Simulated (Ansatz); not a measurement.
# Ta2CF2 monolayer: following an unstable mode, part 2 of 2

Wanted: the energy along a soft mode of Ta2CF2 monolayer and the structure at the end.

Ansatz 0.2.0; DFT PBEsol, scalar-relativistic, plane waves, PAW.

So far, highest frequency on the path or at a solved wavevector (cm⁻¹): step 2 (response at finite wavevector) 792. Also lowest frequency on the path (cm⁻¹): step 2 -82.0.

**6. Relaxing from the distorted cell**

Starting from the lowest point found, all atoms and the cell are let go, so that strain and other modes of the same symmetry can join in.

Contents of input.yaml:

```yaml
crystal:
  lattice:
    - [3.1663041994, 0.0, 0.0]
    - [0.0, 5.4841997456, 0.0]
    - [0.0, 0.0, 33.2]
  atoms:
    - { symbol: C, position: [0.0, 0.0043305522, 0.3053605678] }
    - { symbol: C, position: [0.5, 0.4956694478, 0.2970490707] }
    - { symbol: Ta, position: [0.0, 0.3472871605, 0.3336054546] }
    - { symbol: Ta, position: [0.5, 0.8193795062, 0.334395237] }
    - { symbol: Ta, position: [0.5, 0.1527128395, 0.2688041839] }
    - { symbol: Ta, position: [1.0, 0.6806204938, 0.2680144015] }
    - { symbol: F, position: [0.5, 0.1666954446, 0.373556134] }
    - { symbol: F, position: [1.0, 0.6666378887, 0.3778936135] }
    - { symbol: F, position: [0.0, 0.3333045554, 0.2288535045] }
    - { symbol: F, position: [0.5, 0.8333621113, 0.224516025] }
  periodic: [true, true, false]
kpoints:
  mp_grid: { grid: [12, 8, 1] }
hamiltonian:
  xc: pbesol
scf:
  occupations: { method: methfessel_paxton, width: 0.15 }
output:
  forces: true
  stress: true
  eigenvalues: true
relax:
  adjacent_minimum: "off"
  f_tol: 0.002
  max_steps: 120
  cell: { stress_2d_tol: 0.005 }
```

The run is started by

```
ansatz run input.yaml --threads 8 --pin off --max-ram 14336MiB --backend cpu --events-out ev --progress --plain --runs-dir out
```

Numbers of over 12 decimals in the logs are rounded to 6 here.

The program printed:

```text
[...]
Crystal: 10 atoms, lattice volume = 576.506 Å³
Basis set: ecut = 420 eV, 11255 PW (Γ), exchange–correlation on 48×80×450 points (8 copies of the dense FFT grid, shifted against one another)
Bands: 54, of which v1, the nominal top of the filled ones, is band 44 counted from 1 (43 counted from 0)
Symmetry: 4 space group operations
[...]
k-points: 35 of 96
[...]
SCF iter   1: F=—  HF=-42926.146862 eV  |F-HF|=—  |Δ(HF+E_count)|=         —  Δρ=7.73e-3  dr2=4.56e-1  ethr=1.77e-3  ⟨swp⟩=12.0  Hψ=12861  notcnv=0
[...]
SCF iter  10: F=-42926.043599 eV  HF=-42926.043599 eV  |F-HF|=7.20e-10  |Δ(HF+E_count)|=   8.54e-9  S|Δr|=    0.00e0  Δρ=1.64e-7  dr2=1.03e-10  ethr=2.24e-12  ⟨swp⟩=3.3  Hψ=6511  notcnv=0
SCF 1 converged in 10 iterations: F = -42926.043599 eV  dr2 = 1.03e-10
[...]
relax step   1: F+E_penalty+E_count = -42926.04359944 eV  Δ(F+E_penalty+E_count) = +0.000e0 eV  max|allowed force component| = 4.654e-1 eV/Å  Δτ_max = 0.0000 Å  P = -0.798 N/m  Ω = 576.506 Å³  fix = [c, alpha, beta]  reactions: c +0.000 N/m; alpha +0.000 N/m/rad  (10 SCF iters, dr2 threshold 1.00e-7 eV, accepted)
Crystal: 10 atoms, lattice volume = 565.694 Å³
Basis set: ecut = 420 eV, 11055 PW (Γ), exchange–correlation on 48×80×450 points (8 copies of the dense FFT grid, shifted against one another)
[...]
iter 1 solved again at ethr=4.72e-5 eV; its pass at ethr=3.10e-3 eV (dr2=4.15e-2 eV) is discarded
[...]
SCF iter   6: F=-42926.063879 eV  HF=-42926.063879 eV  |F-HF|=5.19e-7  |Δ(HF+E_count)|=   3.24e-6  S|Δr|=    0.00e0  Δρ=1.16e-5  dr2=6.05e-7  ethr=1.14e-9  ⟨swp⟩=19.0  Hψ=14836  notcnv=0
SCF 2 converged in 6 iterations: F = -42926.063879 eV  dr2 = 6.05e-7
relax step   2: F+E_penalty+E_count = -42926.06387925 eV  Δ(F+E_penalty+E_count) = -2.028e-2 eV  max|allowed force component| = 4.618e-1 eV/Å  Δτ_max = 0.0511 Å  P = -0.087 N/m  Ω = 565.694 Å³  energy of the carried Pulay correction = +8.040e-3 eV  fix = [c, alpha, beta]  reactions: c +0.000 N/m; alpha +0.000 N/m/rad  (6 SCF iters, dr2 threshold 1.00e-6 eV, accepted)
Crystal: 10 atoms, lattice volume = 568.020 Å³
Basis set: ecut = 420 eV, 11079 PW (Γ), exchange–correlation on 48×80×450 points (8 copies of the dense FFT grid, shifted against one another)
[...]
SCF iter   5: F=-42926.079726 eV  HF=-42926.079726 eV  |F-HF|=2.92e-7  |Δ(HF+E_count)|=   3.22e-6  S|Δr|=    0.00e0  Δρ=1.10e-5  dr2=5.60e-7  ethr=1.14e-9  ⟨swp⟩=15.5  Hψ=15609  notcnv=0
SCF 3 converged in 5 iterations: F = -42926.079726 eV  dr2 = 5.60e-7
relax step   3: F+E_penalty+E_count = -42926.07972640 eV  Δ(F+E_penalty+E_count) = -1.585e-2 eV  max|allowed force component| = 1.668e-1 eV/Å  Δτ_max = 0.0244 Å  P = -0.060 N/m  Ω = 568.020 Å³  energy of the carried Pulay correction = +6.297e-3 eV  fix = [c, alpha, beta]  reactions: c +0.000 N/m; alpha +0.000 N/m/rad  (5 SCF iters, dr2 threshold 1.00e-6 eV, accepted)
[... from here on, the SCF cycles and remarks between the steps are left out ...]
relax step   4: F+E_penalty+E_count = -42926.08342172 eV  Δ(F+E_penalty+E_count) = -3.695e-3 eV  max|allowed force component| = 1.702e-1 eV/Å  Δτ_max = 0.0077 Å  P = +0.037 N/m  Ω = 567.614 Å³  energy of the carried Pulay correction = +6.601e-3 eV  fix = [c, alpha, beta]  reactions: c +0.000 N/m; alpha +0.000 N/m/rad  (5 SCF iters, dr2 threshold 1.00e-6 eV, accepted)
relax step   5: F+E_penalty+E_count = -42926.09031993 eV  Δ(F+E_penalty+E_count) = -6.898e-3 eV  max|allowed force component| = 5.658e-2 eV/Å  Δτ_max = 0.0249 Å  P = -0.073 N/m  Ω = 565.525 Å³  energy of the carried Pulay correction = +8.167e-3 eV  fix = [c, alpha, beta]  reactions: c +0.000 N/m; alpha +0.000 N/m/rad  (6 SCF iters, dr2 threshold 1.00e-6 eV, accepted)
relax step   6: F+E_penalty+E_count = -42926.09093611 eV  Δ(F+E_penalty+E_count) = -6.162e-4 eV  max|allowed force component| = 9.488e-3 eV/Å  Δτ_max = 0.0041 Å  P = +0.009 N/m  Ω = 565.243 Å³  energy of the carried Pulay correction = +8.378e-3 eV  fix = [c, alpha, beta]  reactions: c -0.000 N/m; alpha -0.000 N/m/rad  (5 SCF iters, dr2 threshold 2.00e-7 eV, accepted)
relax step   7: F+E_penalty+E_count = -42926.09100319 eV  Δ(F+E_penalty+E_count) = -6.708e-5 eV  max|allowed force component| = 5.976e-3 eV/Å  Δτ_max = 0.0009 Å  P = +0.005 N/m  Ω = 565.178 Å³  energy of the carried Pulay correction = +8.428e-3 eV  fix = [c, alpha, beta]  reactions: c +0.000 N/m; alpha +0.000 N/m/rad  (5 SCF iters, dr2 threshold 5.63e-9 eV, accepted)
relax step   8: F+E_penalty+E_count = -42926.09101608 eV  Δ(F+E_penalty+E_count) = -1.289e-5 eV  max|allowed force component| = 1.341e-3 eV/Å  Δτ_max = 0.0004 Å  P = -0.001 N/m  Ω = 565.166 Å³  energy of the carried Pulay correction = +8.437e-3 eV  fix = [c, alpha, beta]  reactions: c -0.000 N/m; alpha +0.000 N/m/rad  (5 SCF iters, dr2 threshold 2.23e-9 eV, accepted)
relax step   9: F+E_penalty+E_count = -42926.08377135 eV  Δ(F+E_penalty+E_count) = +7.245e-3 eV  max|allowed force component| = 1.310e-3 eV/Å  Δτ_max = 0.0000 Å  P = -0.104 N/m  Ω = 565.166 Å³  fix = [c, alpha, beta]  reactions: c +0.000 N/m; alpha -0.000 N/m/rad  stress off target by 1.17e-1 N/m on what of the cell is left free  SCF on the basis re-selected at this cell (its energy is not comparable with the rows above)  (9 SCF iters)
relax step  10: F+E_penalty+E_count = -42926.08424421 eV  Δ(F+E_penalty+E_count) = -4.729e-4 eV  max|allowed force component| = 5.425e-3 eV/Å  Δτ_max = 0.0022 Å  P = +0.003 N/m  Ω = 564.597 Å³  energy of the carried Pulay correction = +4.257e-4 eV  fix = [c, alpha, beta]  reactions: c +0.000 N/m; alpha -0.000 N/m/rad  (5 SCF iters, dr2 threshold 1.50e-8 eV, accepted)
relax step  11: F+E_penalty+E_count = -42926.08430443 eV  Δ(F+E_penalty+E_count) = -6.023e-5 eV  max|allowed force component| = 1.666e-3 eV/Å  Δτ_max = 0.0011 Å  P = +0.006 N/m  Ω = 564.534 Å³  energy of the carried Pulay correction = +4.724e-4 eV  fix = [c, alpha, beta]  reactions: c -0.000 N/m; alpha +0.000 N/m/rad  (6 SCF iters, dr2 threshold 1.84e-9 eV, accepted)
relax step  12: F+E_penalty+E_count = -42926.08428220 eV  Δ(F+E_penalty+E_count) = +2.223e-5 eV  max|allowed force component| = 1.078e-3 eV/Å  Δτ_max = 0.0002 Å  P = +0.001 N/m  Ω = 564.565 Å³  energy of the carried Pulay correction = +4.492e-4 eV  fix = [c, alpha, beta]  reactions: c -0.000 N/m; alpha +0.000 N/m/rad  (5 SCF iters, dr2 threshold 1.66e-10 eV, accepted)
[...]
SCF iter   1: F=—  HF=-42926.084004 eV  |F-HF|=—  |Δ(HF+E_count)|=         —  Δρ=5.25e-6  dr2=2.51e-8  ethr=1.57e-7  ⟨swp⟩=8.7  Hψ=23177  notcnv=0
eigensolver tolerance schedule: the retry pair's looser diagonalisation over-reported the residual by 5503.02 of it (diagonalisation noise at 0.39 of the residual, at the tolerance the schedule requests for it); recorded, not acted on — ethr = c·dr2/N_el stays at c = 1.0e-1
SCF iter   2: F=—  HF=-42926.083820 eV  |F-HF|=—  |Δ(HF+E_count)|=   1.84e-4  S|Δr|=    0.00e0  Δρ=3.86e-6  dr2=4.61e-8  ethr=2.85e-11  ⟨swp⟩=6.8  Hψ=8413  notcnv=0
[...]
SCF iter   7: F=-42926.083820 eV  HF=-42926.083820 eV  |F-HF|=1.24e-10  |Δ(HF+E_count)|=  8.73e-11  S|Δr|=    0.00e0  Δρ=4.04e-9  dr2=5.38e-14  ethr=1.00e-12  ⟨swp⟩=14.7  Hψ=12760  notcnv=0
SCF 13 converged in 7 iterations: F = -42926.083820 eV  dr2 = 5.38e-14
relax step  13: F+E_penalty+E_count = -42926.08382028 eV  Δ(F+E_penalty+E_count) = +4.619e-4 eV  max|allowed force component| = 1.106e-3 eV/Å  Δτ_max = 0.0000 Å  P = -0.002 N/m  Ω = 564.565 Å³  fix = [c, alpha, beta]  reactions: c +0.000 N/m; alpha -0.000 N/m/rad  stress off target by 3.42e-3 N/m on what of the cell is left free  SCF on the basis re-selected at this cell (its energy is not comparable with the rows above)  (7 SCF iters)
[...]
SCF converged after 7 iterations
[...]
Free energy (F): -42926.083820 eV
[...]
Internal energy: -42926.086376 eV  (E = F + TS)
E sigma→0 (E₀):  -42926.084459 eV
Entropy (-TS):   0.002556 eV (0.256 meV/atom)
Fermi energy:    -3.903951 eV
[...]
--- Forces (eV/Å), atoms counted from 1 ---
  atom   1  C      0.00000000     0.00064870    -0.00046898
  atom   2  C      0.00000000    -0.00064870     0.00046898
  atom   3  Ta     0.00000000    -0.00062861     0.00069464
  atom   4  Ta     0.00000000    -0.00022940     0.00110551
  atom   5  Ta     0.00000000     0.00062861    -0.00069464
  atom   6  Ta     0.00000000     0.00022940    -0.00110551
  atom   7  F      0.00000000     0.00014117     0.00023456
  atom   8  F      0.00000000     0.00035810    -0.00024171
  atom   9  F      0.00000000    -0.00014117    -0.00023456
  atom  10  F      0.00000000    -0.00035810     0.00024171
  max |Σ_I F_I| component: 0.00e0 eV/Å
--- 2D stress c σ (N/m, compression-positive) ---
       -0.003422       0.000000       0.000000
        0.000000      -0.001223       0.000000
        0.000000       0.000000      -0.000000
  P = ½ c Tr σ = -0.0023 N/m
--- Band table (eV; the first three rows and the last of 35) ---
  k-point 0: bands = [... 40 lower, -7.9063, -5.3772, -5.2653, -4.7728, -3.2326, -2.7354, -2.6431, -2.4661, ... 6 higher]
  k-point 1: bands = [... 40 lower, -7.8694, -5.4474, -5.3015, -4.7564, -3.1719, -2.9895, -2.6830, -2.5833, ... 6 higher]
  k-point 2: bands = [... 40 lower, -7.7388, -5.8491, -5.0750, -4.7117, -3.7090, -2.9477, -2.7917, -2.7236, ... 6 higher]
  k-point 34: bands = [... 40 lower, -7.7196, -7.7196, -2.7936, -2.7936, -1.9089, -1.9089, -1.7420, -1.7420, ... 6 higher]
  ° read free of the cell's end (the report's vacuum.weakly_bound_levels)
--- Relaxed structure (11 steps of the walk, 11 accepted, 2 SCFs on fresh bases) ---
  F+E_penalty+E_count = -42926.08382028 eV   max|allowed force component| = 1.106e-3 eV/Å   (the final SCF, on the basis selected at the relaxed cell)
  cell:  # Å, volume = 564.5649 Å³
    - [3.125103, 0.0, 0.0]
    - [0.0, 5.441409, 0]
    - [0.0, 0, 33.2]
  atoms:
    - { symbol: C, position: [0.0, 0.00485736, 0.306709] }
    - { symbol: C, position: [0.5, 0.495143, 0.295701] }
    - { symbol: Ta, position: [0.0, 0.354448, 0.334162] }
    - { symbol: Ta, position: [0.5, 0.812244, 0.335782] }
    - { symbol: Ta, position: [0.5, 0.145552, 0.268247] }
    - { symbol: Ta, position: [1.0, 0.687756, 0.266627] }
    - { symbol: F, position: [0.5, 0.170373, 0.373804] }
    - { symbol: F, position: [1.0, 0.668718, 0.380000] }
    - { symbol: F, position: [0.0, 0.329627, 0.228606] }
    - { symbol: F, position: [0.5, 0.831282, 0.222410] }
```

It took 2.7 min on 8 threads of Arm Neoverse V2, shared host; peak memory 2.2 GiB.

The steps of the relaxation:

```tsv
step	energy less that of the first step (eV)	largest force component (eV/Å)	volume (Å³)
1	0.0000	0.4654	576.51
2	-0.0203	0.4618	565.69
3	-0.0361	0.1668	568.02
4	-0.0398	0.1702	567.61
5	-0.0467	0.0566	565.52
6	-0.0473	0.0095	565.24
7	-0.0474	0.0060	565.18
8	-0.0474	0.0013	565.17
9*	-0.0402	0.0013	565.17
10	-0.0406	0.0054	564.60
11	-0.0407	0.0017	564.53
12	-0.0407	0.0011	564.56
13*	-0.0402	0.0011	564.56
```

Relaxation steps marked * repeat the geometry before them on a plane-wave basis chosen anew for their cell, so energy and pressure can jump there.

Forces are held to the 4 operations that the run works with; a distortion that breaks them can't arise in this run.

```tsv
cell as run	before	after	change
a (Å)	3.166	3.125	-1.3 %
b (Å)	5.484	5.441	-0.8 %
```

The atoms that moved most (Å, along periodic axes as changes of fractional coordinates times the final cell, across vacuum about the mean position):

```tsv
atom	dx	dy	dz	length
F8	0.000	0.011	0.070	0.071
F10	0.000	-0.011	-0.070	0.071
Ta4	0.000	-0.039	0.046	0.060
Ta6	0.000	0.039	-0.046	0.060
C2	0.000	-0.003	-0.045	0.045
C1	0.000	0.003	0.045	0.045
Ta3	0.000	0.039	0.018	0.043
Ta5	0.000	-0.039	-0.018	0.043
```

Final coordinates:

```xyz
10
Lattice="3.1251 0.0000 0.0000 0.0000 5.4414 0.0000 0.0000 0.0000 33.2000" Properties=species:S:1:pos:R:3
C     0.0000    0.0264   10.1827
C     1.5626    2.6943    9.8173
Ta    0.0000    1.9287   11.0942
Ta    1.5626    4.4198   11.1480
Ta    1.5626    0.7920    8.9058
Ta    3.1251    3.7424    8.8520
F     1.5626    0.9271   12.4103
F     3.1251    3.6388   12.6160
F     0.0000    1.7936    7.5897
F     1.5626    4.5233    7.3840
```

This step gave:

```
area per atom : 1.7 Å²
```

The distorted start has space group P2_1/m; the relaxation ends in P2_1/m.

**7. The phases reached**

The phases reached along the modes that were followed are set side by side.

Energies are those of the first relaxation, on the mesh of the frozen mode; space group, volume and gap are those of the last relaxation. Phases, by row:

```tsv
mode frozen in	space group	energy from parent (meV/atom)	volume (Å³/atom)	gap on mesh (eV)	lowest zone-centre optical mode (cm⁻¹)	largest shift (Å)
parent	P-3m1	0	57.65	0	–	–
q = (0, -0.5, 0), 82i cm⁻¹	P2_1/m	-7.35	56.46	0	–	0.185
```

**8. What came out**

- unstable mode of the parent: q = (0, -0.5, 0), 82i cm⁻¹
- depth at the lowest point sampled: 3.31 meV/atom
- largest atomic shift at that point: 0.14 Å
- space group reached (within 0.01 Å): P2_1/m
- energy gained over the parent (first relaxation, on the mesh of the frozen mode): 7.35 meV/atom
- area per atom, phase reached: 1.7 Å²

In words: Along this mode the structure falls into P2_1/m, 7.35 meV/atom below the parent. At the parent's cell the well is 3.313 meV/atom deep on the steps tried, with its lowest point at a shift of 0.14 Å. Relaxing atoms and cell changes the gain by +4.04 meV/atom against the lowest step (energies at zero smearing). The modes of the phase reached were not computed on this path. Each path keeps the symmetry of its pattern, so a lower phase may lie along a pattern not tried. With no gap, or one that is small against the smearing, the frequencies hang on the k mesh and the smearing, most of all near Kohn anomalies. In a sheet or slab the interpolated bending branch near Γ is rough, since the rotational sum rule isn't imposed. Spin-orbit coupling is left out, which can matter for the heavy elements here. A phonon run warned that its eigensolver left some bands unconverged in a pass. The starting cell was built on a prototype and not taken from a measurement.

[Logs are printed without paths, hosts, clocks, repeated set-up lines and the standing remarks that a program may print on its own settings, such as how far it seeks lower states.]

[Hosts, paths, dates, database ids (printed as entryN), source tags and the programs' standing remarks are cut or masked in the printed files.]
